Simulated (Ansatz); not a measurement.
# One crystal, many levels of theory: Cs2AgSbBr6 (Fm-3m)

Aim: the gap of Cs2AgSbBr6 (Fm-3m) at several levels of theory on one structure, with the time that each takes.

Main program and level: Ansatz 0.2.0; density functionals, hybrids and G0W0, plane waves, PAW.

**Experimental background.**

- Gap 2.18 eV: indirect optical gap from Tauc plot; photothermal deflection spectroscopy; film (solution-processed film on quartz, about 200 nm thick) (“Bandgap Lowering in Mixed Alloys of Cs2Ag(SbxBi1-x)Br6 Double Perovskite Thin Films”, 2020, arxiv:2007.00388).

In doubt: one-shot GW on d or f shells is unsure (step 6), so the values of those runs are not to be relied on.

## (1) Set-up

Symmetry: Fm-3m, No. 225, cubic system. Conventional cell: a = 11.379 Å, b = 11.379 Å, c = 11.379 Å, α = 90.00°, β = 90.00°, γ = 90.00°. Cs has 12 Br at 4.02 Å nearest. Nearest to Ag lie 6 Br at 2.86 Å. Nearest to Sb lie 6 Br at 2.83 Å. Nearest to Br lie 1 Sb at 2.83 Å and 1 Ag at 2.86 Å and 4 Cs at 4.02 Å. Farther neighbours and most contacts between anions are not listed.

The cell and positions are those that the Materials Project relaxed with its own functionals (PBE, PBE+U or r2SCAN), kept fixed. Spin-orbit coupling is left out unless a step names it. The default PAW set here is soft_2. Its files were made with PBE.

## (2) r2SCAN on the 4×4×4 mesh

Levels along a band path and on the mesh show where this functional puts the band edges.

This step: DFT, r2SCAN, plane waves, PAW.

Contents of input.yaml:

```yaml
crystal:
  lattice:
    - [0.0, 5.689253, 5.689253]
    - [5.689253, 0.0, 5.689253]
    - [5.689253, 5.689253, 0.0]
  atoms:
    - { symbol: Cs, position: [0.75, 0.75, 0.75] }
    - { symbol: Cs, position: [0.25, 0.25, 0.25] }
    - { symbol: Ag, position: [0.5, 0.5, 0.5] }
    - { symbol: Sb, position: [0.0, 0.0, 0.0] }
    - { symbol: Br, position: [0.751554, 0.248446, 0.248446] }
    - { symbol: Br, position: [0.248446, 0.248446, 0.751554] }
    - { symbol: Br, position: [0.248446, 0.751554, 0.751554] }
    - { symbol: Br, position: [0.248446, 0.751554, 0.248446] }
    - { symbol: Br, position: [0.751554, 0.248446, 0.751554] }
    - { symbol: Br, position: [0.751554, 0.751554, 0.248446] }
kpoints:
  mp_grid: { grid: [4, 4, 4] }
  band_path:
    path:
      - [[0.0, 0.0, 0.0], [0.5, 0.0, 0.5], [0.625, 0.25, 0.625]]
      - [[0.375, 0.375, 0.75], [0.0, 0.0, 0.0], [0.5, 0.5, 0.5], [0.5, 0.25, 0.75], [0.5, 0.0, 0.5]]
    npoints: 10
hamiltonian:
  xc: r2scan
scf:
  occupations: { method: fermi_dirac, width: 0.02 }
  n_extra_bands: 7
output:
  eigenvalues: true
```

On the command line:

```
ansatz run input.yaml --threads 16 --pin off --max-ram 82944MiB --backend cuda --events-out ev --progress --plain --runs-dir out --devices 1 --max-vram 78GiB
```

Numbers of over 12 decimals in the logs are rounded to 6 here.

Log:

```text
scf.n_extra_bands = 7 over 47 filled bands (N_el = 94.0): the run solves 54 bands
GPUs: using 1 of 1 available (devices: 1).
Engine: ansatz 0.2.0, aarch64-unknown-linux-gnu
Pseudopotentials: kind: paw
Pseudopotential: Cs, paw, valence charge 9, recommended cutoff 500 eV (meta_gga), Cs.paw.azcp
Pseudopotential: Ag, paw, valence charge 19, recommended cutoff 500 eV (meta_gga), Ag.paw.azcp
Pseudopotential: Sb, paw, valence charge 15, recommended cutoff 500 eV (meta_gga), Sb.paw.azcp
Pseudopotential: Br, paw, valence charge 7, recommended cutoff 500 eV (meta_gga), Br.paw.azcp
Functional definition: r2SCAN
  parameter k0 = 0.174
  parameter k1 = 0.065
  parameter a1 = 4.9479
  exchange = r2scan_x(k0 = k0, k1 = k1, a1 = a1)
  correlation = r2scan_c
device memory: the entry about to start is reckoned to put 10.5 GiB on a device that reports 147.2 GiB free (of which the cap on the GPU budget leaves the run 78.0 GiB)
GPU FFT provider: cuFFT
GPU libraries: cuBLAS 13.8.1, cuFFT 12.4.0, cuSOLVER 12.3.2
GPU matrix products: emulated (plane waves: as basis.precision tells), large ones in fixed point in workspaces of 1.00 GiB
Crystal: 10 atoms, lattice volume = 368.295 Å³
Basis set: ecut = 500 eV, 9377 PW (Γ), exchange–correlation on 240×240×240 points (64 copies of the dense FFT grid, shifted against one another)
Bands: 54, of which v1, the nominal top of the filled ones, is band 47 counted from 1 (46 counted from 0)
Symmetry: 48 space group operations
Space group: Fm-3m (ITA 225), of the structure as read, at distance tolerance 7.2e-5 Å
k-points: 8 of 64
Non-local potential: Cs, projectors of the file, l = 0: 3, l = 1: 2, l = 2: 2, l = 3: 2
Non-local potential: Ag, projectors of the file, l = 0: 3, l = 1: 2, l = 2: 2, l = 3: 1
Non-local potential: Sb, projectors of the file, l = 0: 2, l = 1: 2, l = 2: 2, l = 3: 2
Non-local potential: Br, projectors of the file, l = 0: 2, l = 1: 2, l = 2: 2
PAW form: soft (Blöchl's): semilocal exchange-correlation on the pseudo side does not see the compensation charge
PAW frozen core: Cs, regenerated for the run's functional (the file was generated under x = pbe(κ = 0.804, μ = 0.219515), c = pbe(β = 0.066725))
PAW frozen core: Ag, regenerated for the run's functional (the file was generated under x = pbe(κ = 0.804, μ = 0.219515), c = pbe(β = 0.066725))
PAW frozen core: Sb, regenerated for the run's functional (the file was generated under x = pbe(κ = 0.804, μ = 0.219515), c = pbe(β = 0.066725))
PAW frozen core: Br, regenerated for the run's functional (the file was generated under x = pbe(κ = 0.804, μ = 0.219515), c = pbe(β = 0.066725))
PAW one-centre angular grid: Cs, 302 points (default); XC on 160 Gauss nodes
PAW one-centre angular grid: Ag, 590 points (default); XC on 160 Gauss nodes
PAW one-centre angular grid: Sb, 590 points (default); XC on 160 Gauss nodes
PAW one-centre angular grid: Br, 302 points (default); XC on 160 Gauss nodes
Initial density: superposition of atomic densities (neutral atoms: chi_scale 0, normalization atom), corrected by the library's trained network
Initial wavefunctions: pseudopotential atomic-orbital guess
GPU buffer pool allocated for 216000 grid points (all kernels)
GPU transforms: local potential and band sums: pruned to the plane-wave sphere, on 60×60×60
Functional: x = r2scan, c = r2scan; τ floored in thin density (d = 2e-4 eV/Å³)
SCF iter   1: F=—  HF=-42244.475769 eV  |F-HF|=—  |Δ(HF+E_count)|=         —  Δρ=3.64e-3  dr2=6.94e-2  dr2_τ=1.99e-2  ethr=1.77e-3  ⟨swp⟩=14.1  Hψ=2267  notcnv=0
preconditioner: auto → Resta (q_TF=auto, 2.173 Å⁻¹)  ε∞=3.6  [insulator: Δε(μ)=1.258 eV  Ē_g=10.097 eV  σ=0.020 eV  W_gap=1.00  n_scr=58 (ndim 8)  ℏωp=16.4 eV  f_vac=0.046  D(μ)=0.00/eV (n_scr^D=0)  ε∞_Penn≈3.6]
SCF iter   2: F=—  HF=-42244.506216 eV  |F-HF|=—  |Δ(HF+E_count)|=   3.04e-2  Δρ=1.69e-3  dr2=8.29e-3  dr2_τ=1.05e-3  ethr=7.38e-5  ⟨swp⟩=3.2  Hψ=855  notcnv=0  defer=22
SCF iter   3: F=—  HF=-42244.506005 eV  |F-HF|=—  |Δ(HF+E_count)|=   2.11e-4  Δρ=6.68e-4  dr2=1.64e-3  dr2_τ=9.60e-5  ethr=8.82e-6  ⟨swp⟩=2.1  Hψ=746  notcnv=0  defer=22
SCF iter   4: F=—  HF=-42244.505994 eV  |F-HF|=—  |Δ(HF+E_count)|=   1.09e-5  Δρ=1.51e-4  dr2=9.23e-5  dr2_τ=9.49e-6  ethr=1.74e-6  ⟨swp⟩=2.0  Hψ=777  notcnv=0  defer=22
SCF iter   5: F=—  HF=-42244.506390 eV  |F-HF|=—  |Δ(HF+E_count)|=   3.97e-4  Δρ=4.71e-5  dr2=9.24e-6  dr2_τ=6.72e-7  ethr=9.82e-8  ⟨swp⟩=2.0  Hψ=650  notcnv=0  defer=22
SCF iter   6: F=—  HF=-42244.506393 eV  |F-HF|=—  |Δ(HF+E_count)|=   3.07e-6  Δρ=9.95e-6  dr2=4.83e-7  dr2_τ=2.55e-8  ethr=9.83e-9  ⟨swp⟩=2.0  Hψ=738  notcnv=0  defer=22
SCF iter   7: F=-42244.506394 eV  HF=-42244.506394 eV  |F-HF|=1.10e-8  |Δ(HF+E_count)|=   2.55e-7  Δρ=2.53e-6  dr2=4.40e-8  dr2_τ=1.99e-9  ethr=1.06e-10  ⟨swp⟩=12.5  Hψ=1623  notcnv=0
SCF 1 converged in 7 iterations: F = -42244.506394 eV  dr2 = 4.40e-8
[...]
device memory: the entry about to start is reckoned to put 11.9 GiB on a device that reports 147.2 GiB free (of which the cap on the GPU budget leaves the run 78.0 GiB)
NSCF: frozen V_eff on 62 k-points, pencils in batches of 32, up to order 240
SCF converged after 7 iterations
Free energy (F): -42244.506394 eV
Harris-Foulkes:  -42244.506394 eV  (|F-HF|=1.10e-8)
Internal energy: -42244.506394 eV  (E = F + TS)
E sigma→0 (E₀):  -42244.506394 eV
Fermi energy:    4.308445 eV
--- Per-component energies (eV) ---
  E_band       = -975.498674
  E_kinetic    = 1818.536704
  E_local      = -8572.650767  (includes V_loc(G=0)·N_el)
  E_nonlocal   = 923.654000
  E_hartree    = 3571.523496
  E_xc         = -2132.810487
  E_vxc        = -1324.980861  (∫ρ·V_xc dr)
  E_paw        = -32332.618260  (= ΣΔE_a)
  E_vpaw       = -1037.237458  (= ΣTr[D̂ρ^β])
  E_aug_tail   = 0.000053  (compensation charges beyond the density's cutoff)
  E_vtau       = 74.130266  (kinetic-family band-sum trace: ∫τ·v_τ [+ j·A + Jᵃ·Aᵃ] dr)
  E_ewald      = -5519.288455
  E_core_change = -0.852678  (= ΣΔE_core)
  E_smearing   = -0.000000  (= −TS)
  E_closure    = 0.000000  (closes the sum)
  Σ components = -42244.506394   (vs F -42244.506394, Δ=0.00e0)
--- Band table (eV; the first three rows and the last of 8) ---
  k-point 0: bands = [... 43 lower, 2.2660, 2.2660, 2.6359, 2.6359, 5.9544, 5.9544, 5.9544, 7.7326, ... 3 higher]
  k-point 1: bands = [... 43 lower, 2.1337, 2.1732, 2.3303, 2.3303, 5.4475, 6.5415, 6.5415, 8.2665, ... 3 higher]
  k-point 2: bands = [... 43 lower, 1.9886, 2.1825, 2.1825, 2.5587, 4.9148, 7.1295, 7.1295, 9.0407, ... 3 higher]
  k-point 7: bands = [... 43 lower, 2.0345, 2.0345, 2.1439, 3.5995, 6.1691, 6.5086, 6.5086, 8.9138, ... 3 higher]
```

It took 2.5 s on 1 × NVIDIA GB200 (shared by 2 runs) with 16 threads of Arm Neoverse V2, shared host; peak memory 1.6 GiB; 8.4 s of CPU time.

This step gave:

| Property | Result |
| --- | --- |
| filled bands | 47 |
| gap | 1.207 eV |
| valence top at | X |
| conduction bottom at | L |
| least direct gap | 2.218 eV |

Over mesh and path the gap is 1.207 eV, from k = (0.500, 0.000, 0.500) to k = (0.500, 0.500, 0.500). The least direct gap found is 2.218 eV, at k = (0.500, 0.400, 0.600).

## (3) r2SCAN+SOC on the 4×4×4 mesh

This run has two-component orbitals with spin-orbit coupling.

This step: DFT, r2SCAN with spin-orbit coupling, plane waves, PAW.

input.yaml, the sections that differ from step 2:

```yaml
kpoints:
  mp_grid: { grid: [4, 4, 4] }
  band_path:
    path:
      - [0.0, 0.0, 0.0]
      - [0.5, 0.0, 0.5]
      - [0.625, 0.25, 0.625]
      - [0.375, 0.375, 0.75]
      - [0.5, 0.5, 0.5]
      - [0.5, 0.25, 0.75]
      - [0.5, 0.4, 0.6]
    npoints: 1
scf:
  occupations: { method: fermi_dirac, width: 0.02 }
  n_extra_bands: 14
magnetization:
  noncollinear: true
  spin_orbit: true
# crystal, hamiltonian, output: as in step 2
```

Log:

```text
[...]
GPUs: using 1 of 1 available (devices: 1).
[...]
non-collinear run that drives no moment, with spin-orbit: no starting moment large enough to seed its density (crystal.atoms[].spin), no starting occupations that ask for one, no magnetisation constraint and no magnetic field, so the semilocal B_xc is pinned to zero
[...]
Crystal: 10 atoms, lattice volume = 368.295 Å³
Basis set: ecut = 500 eV, 9377 PW (Γ), exchange–correlation on 240×240×240 points (64 copies of the dense FFT grid, shifted against one another)
Bands: 108, of which v1, the nominal top of the filled ones, is band 94 counted from 1 (93 counted from 0)
Symmetry: 48 space group operations + 48 with time reversal
[...]
k-points: 8 of 64
Projection manifold: j_resolved (fully-relativistic pseudo-atomic orbitals)
[...]
spin=Noncollinear: Resta preconditioning applied to the charge; magnetization (m_x, m_y, m_z) channels mix plain (no charge-response kernel on spin).
SCF iter   2: F=—  HF=-42180.796749 eV  |F-HF|=—  |Δ(HF+E_count)|=    1.23e0  Δρ=1.64e-2  dr2=2.62e0  dr2_τ=6.41e-3  dr2_m=0.00e0 (ungated)  ethr=3.10e-3  |M|=0.00e0 ∫|m|=0.00e0 μB  |m|>n=0.0e0 m-floor=0.0e0 τ_xc=0.0e0  β_m=0.53  ⟨swp⟩=3.0  Hψ=719  notcnv=0  defer=66
[...]
SCF 1 converged in 9 iterations: F = -42179.730540 eV  dr2 = 9.52e-9
[...]
SCF converged after 9 iterations
[...]
E_xc         = -2132.837362
  E_vxc        = -1325.116907  (∫ρ·V_xc dr)
  E_paw        = -32267.106107  (= ΣΔE_a)
  E_vpaw       = -1037.252747  (= ΣTr[D̂ρ^β])
  E_aug_tail   = 0.000053  (compensation charges beyond the density's cutoff)
  E_vtau       = 74.170629  (kinetic-family band-sum trace: ∫τ·v_τ [+ j·A + Jᵃ·Aᵃ] dr)
  E_ewald      = -5519.288455
  E_core_change = -0.843614  (= ΣΔE_core)
  E_smearing   = -0.000000  (= −TS)
  E_closure    = 0.000000  (closes the sum)
  Σ components = -42179.730540   (vs F -42179.730540, Δ=0.00e0)
--- Band table (eV; the first three rows and the last of 8) ---
[...]
```

The job ended after 2.2 s (1 × NVIDIA GB200 (shared by 2 runs) with 16 threads; peak memory 2.1 GiB).

Numbers from this step:

| Item | Value |
| --- | --- |
| gap | 1.169 eV |
| valence top at | X |
| conduction bottom at | L |
| least direct gap | 2.163 eV |

Over mesh and listed points the gap is 1.169 eV, from k = (0.500, 0.000, 0.500) to k = (0.500, 0.500, 0.500). The least direct gap found is 2.163 eV, at k = (0.500, 0.400, 0.600). r2SCAN+SOC against r2SCAN: 1.169 − 1.207 = −0.038 eV, with the same mesh, set of files (read in its fully relativistic form for the spin-orbit run) and cutoff, and both edges at the same k points. The spin-orbit run sees mesh and listed points alone, so its gap is an upper bound: the coupling can move an edge off these points, and the change over the zone, its sign included where it is small, is not known.

## (4) HSE06 on the 2×2×2 mesh

HSE06 mixes in a quarter of exact exchange at short range.

This step: DFT, HSE06, plane waves, PAW.

Edit input.yaml of step 3 so:

```diff
@@ -17,3 +17,3 @@
 kpoints:
-  mp_grid: { grid: [4, 4, 4] }
+  mp_grid: { grid: [2, 2, 2] }
   band_path:
@@ -29,9 +29,6 @@
 hamiltonian:
-  xc: r2scan
+  xc: hse06
 scf:
-  occupations: { method: fermi_dirac, width: 0.02 }
-  n_extra_bands: 14
-magnetization:
-  noncollinear: true
-  spin_orbit: true
+  occupations: { method: fixed }
+  n_extra_bands: 7
 output:
```

Log:

```text
[...]
GPUs: using 1 of 1 available (devices: 1).
[...]
davidson cushion auto → on  (no smearing: the cushion is to keep the highest requested band from converging to the state above it; pin scf.eigensolver.cushion to override)
[...]
Crystal: 10 atoms, lattice volume = 368.295 Å³
Basis set: ecut = 420 eV, 7239 PW (Γ)
Bands: 54, of which v1, the nominal top of the filled ones, is band 47 counted from 1 (46 counted from 0)
[...]
Free energy (F): -42155.409247 eV
Frozen-core exchange: fock
[...]
Internal energy: -42155.409247 eV  (E = F + TS)
E sigma→0 (E₀):  -42155.409247 eV
Fermi energy:    3.384084 eV
[...]
--- Band table (eV) ---
  k-point 0: bands = [... 43 lower, 1.8261, 1.8261, 2.1383, 2.1383, 6.0851, 6.0851, 6.0851, 7.7818, ... 3 higher]
  k-point 1: bands = [... 43 lower, 1.5408, 1.6971, 1.6971, 2.2683, 5.0516, 7.3348, 7.3348, 9.1047, ... 3 higher]
  k-point 2: bands = [... 43 lower, 1.3791, 1.8121, 2.1322, 3.3841, 6.5119, 6.5119, 6.8358, 8.4430, ... 3 higher]
```

Elapsed: 5.7 s, on 1 × NVIDIA GB200 (shared by 2 runs) with 16 threads; peak memory 1.4 GiB; 34 s of CPU time.

Numbers from this step:

```yaml
gap: 1.668 eV
valence_top_at: X
conduction_bottom_at: L
least_direct_gap: 2.692 eV
exact_exchange_fraction: 0.25
```

Over mesh and listed points the gap is 1.668 eV, from k = (0.500, 0.000, 0.500) to k = (0.500, 0.500, 0.500). The least direct gap found is 2.692 eV, at k = (0.500, 0.400, 0.600). HSE06 against r2SCAN: 1.668 − 1.207 = +0.461 eV. The runs also differ in mesh (4×4×4 and 2×2×2) and plane-wave cutoff (500 eV and 420 eV), so how much of this comes from the functional alone is not known.

## (5) HSE06+SOC on the 2×2×2 mesh

This step: DFT, HSE06 with spin-orbit coupling, plane waves, PAW.

Edit input.yaml of step 4 so:

```diff
@@ -32,3 +32,6 @@
   occupations: { method: fixed }
-  n_extra_bands: 7
+  n_extra_bands: 14
+magnetization:
+  noncollinear: true
+  spin_orbit: true
 output:
```

Log:

```text
[...]
GPUs: using 1 of 1 available (devices: 1).
[...]
Crystal: 10 atoms, lattice volume = 368.295 Å³
Basis set: ecut = 420 eV, 7239 PW (Γ)
Bands: 108, of which v1, the nominal top of the filled ones, is band 94 counted from 1 (93 counted from 0)
Symmetry: 48 space group operations + 48 with time reversal
[...]
k-points: 3 of 8
Projection manifold: j_resolved (fully-relativistic pseudo-atomic orbitals)
[...]
site 6: m = (+0.0000, +0.0000, +0.0000) μB, |m| = 0.0000 μB  (R = 1.17 Å)
  site 7: m = (+0.0000, +0.0000, +0.0000) μB, |m| = 0.0000 μB  (R = 1.17 Å)
  site 8: m = (+0.0000, +0.0000, +0.0000) μB, |m| = 0.0000 μB  (R = 1.17 Å)
  site 9: m = (+0.0000, +0.0000, +0.0000) μB, |m| = 0.0000 μB  (R = 1.17 Å)
Free energy (F): -42144.600476 eV
Frozen-core exchange: fock
[...]
Internal energy: -42144.600476 eV  (E = F + TS)
E sigma→0 (E₀):  -42144.600476 eV
Fermi energy:    3.408256 eV
[...]
--- Band table (eV) ---
[...]
```

Run time: 17 s. Hardware: 1 × NVIDIA GB200 (shared by 2 runs) with 16 threads; peak memory 2.6 GiB.

This step gave:

| Quantity | Value |
| --- | --- |
| gap | 1.622 eV |
| valence top at | X |
| conduction bottom at | L |
| least direct gap | 2.627 eV |
| exact-exchange fraction | 0.25 |

Over mesh and listed points the gap is 1.622 eV, from k = (0.500, 0.000, 0.500) to k = (0.500, 0.500, 0.500). The least direct gap found is 2.627 eV, at k = (0.500, 0.400, 0.600). HSE06+SOC against HSE06: 1.622 − 1.668 = −0.046 eV, with the same mesh, set of files (read in its fully relativistic form for the spin-orbit run) and cutoff, and both edges at the same k points. The spin-orbit run sees mesh and listed points alone, so its gap is an upper bound: the coupling can move an edge off these points, and the change over the zone, its sign included where it is small, is not known.

## (6) G0W0@r2SCAN, 4×4×4 mesh, 5242 empty bands, screening to 340 eV, hard PAW files

G0W0 replaces the xc potential by a self-energy built once from the orbitals of the start. Levels are corrected in the window of bands that the input names, at points of the mesh.

This step: G0W0 on r2SCAN, plane waves, PAW.

Edit input.yaml of step 5 so:

```diff
@@ -17,22 +17,13 @@
 kpoints:
-  mp_grid: { grid: [2, 2, 2] }
-  band_path:
-    path:
-      - [0.0, 0.0, 0.0]
-      - [0.5, 0.0, 0.5]
-      - [0.625, 0.25, 0.625]
-      - [0.375, 0.375, 0.75]
-      - [0.5, 0.5, 0.5]
-      - [0.5, 0.25, 0.75]
-      - [0.5, 0.4, 0.6]
-    npoints: 1
+  mp_grid: { grid: [4, 4, 4] }
 hamiltonian:
-  xc: hse06
+  xc: r2scan
+  pseudopotentials: { kind: paw, source: ansatz }
 scf:
   occupations: { method: fixed }
-  n_extra_bands: 14
-magnetization:
-  noncollinear: true
-  spin_orbit: true
-output:
-  eigenvalues: true
+gw:
+  n_empty_bands: 5242
+  ecut_chi: 340.0
+  qp_bands: [v3, c3]
+  qp_kpoints: band_edges
+  screening: { model: contour_deformation }
```

Log:

```text
GPUs: using 1 of 1 available (devices: 1).
[...]
Crystal: 10 atoms, lattice volume = 368.295 Å³
Basis set: ecut = 680 eV, 14841 PW (Γ), exchange–correlation on 288×288×288 points (64 copies of the dense FFT grid, shifted against one another)
Bands: 96, of which v1, the nominal top of the filled ones, is band 80 counted from 1 (79 counted from 0)
Symmetry: 48 space group operations
[...]
k-points: 8 of 64
[...]
1    78      3.5505   -19.6734     2.2586   -16.2640  0.7470     2.3545     2.3996  root
     1    79      3.7080   -23.9589     2.6092   -20.4259  0.7370     2.7557     2.7841  root
[...]
7    80      4.9776   -22.6346     1.3076   -20.5308  0.7610     4.1682     4.1815  root
     7    81      7.5451   -11.1813    -3.6245   -14.9401  0.7674     7.6797     7.6793  root
     7    82      7.8825   -10.5537    -3.7642   -14.4759  0.7591     8.0413     8.0406  root
     7    83      7.8825   -10.5537    -3.7642   -14.4759  0.7591     8.0413     8.0406  root
[key lines of the parts left out:]
SCF converged after 10 iterations
```

The job ended after 15 min (1 × NVIDIA GB200 (shared by 2 runs) with 16 threads; peak memory 30 GiB).

Numbers from this step:

* bands summed: 5322
* RPA ε∞ on this mesh (eigenvalues): 4.407, 4.407, 4.407
* plane waves in the screening matrix: 5209
* G0W0 gap over the corrected points: 2.083 eV
* k of the valence top: 0, -0.5, -0.5
* k of the conduction bottom: 0, 0, -0.5
* starting gap on the mesh: 1.205 eV
* Z at the valence top: 0.7619
* Z at the conduction bottom: 0.7868
* least direct G0W0 gap over the corrected points: 3.256 eV

Over all 8 irreducible mesh points the G0W0 gap is 2.083 eV, from k = (0.000, -0.500, -0.500) to k = (0.000, 0.000, -0.500). The r2SCAN gap of this run on the mesh is 1.205 eV. The two states that bound the G0W0 gap lie that far apart at the start, so the correction of the gap is 2.083 − 1.205 = +0.878 eV.

(Part 1 of 2 ends here.)

[Paths, hosts, dates, memory and timing lines, banners, echoed tables and standing remarks are left out of the program output.]

[Logs are printed without paths, hosts, clocks, repeated set-up lines and the standing remarks that a program may print on its own settings, such as how far it seeks lower states.]

[Runs of the session that timed out or met a known fault of the program may be left out.]

[Cells called generated may have been cut or substituted from an entry of the Crystallography Open Database or the Materials Project.]

[Hosts, paths, dates, database ids (printed as entryN), source tags and the programs' standing remarks are cut or masked in the printed files.]

[Where an RPA ε∞ is given, it is that of the G0W0 mesh and is not shown converged in it. Names of k-points follow the symmetry that the program found, which can be lower than the space group named. Band edges on a path are those of the sampled points; other points can move an edge, and change direct to indirect where valleys lie close.]

[Hybrid gaps are those of their k-mesh and are not shown converged in it.]
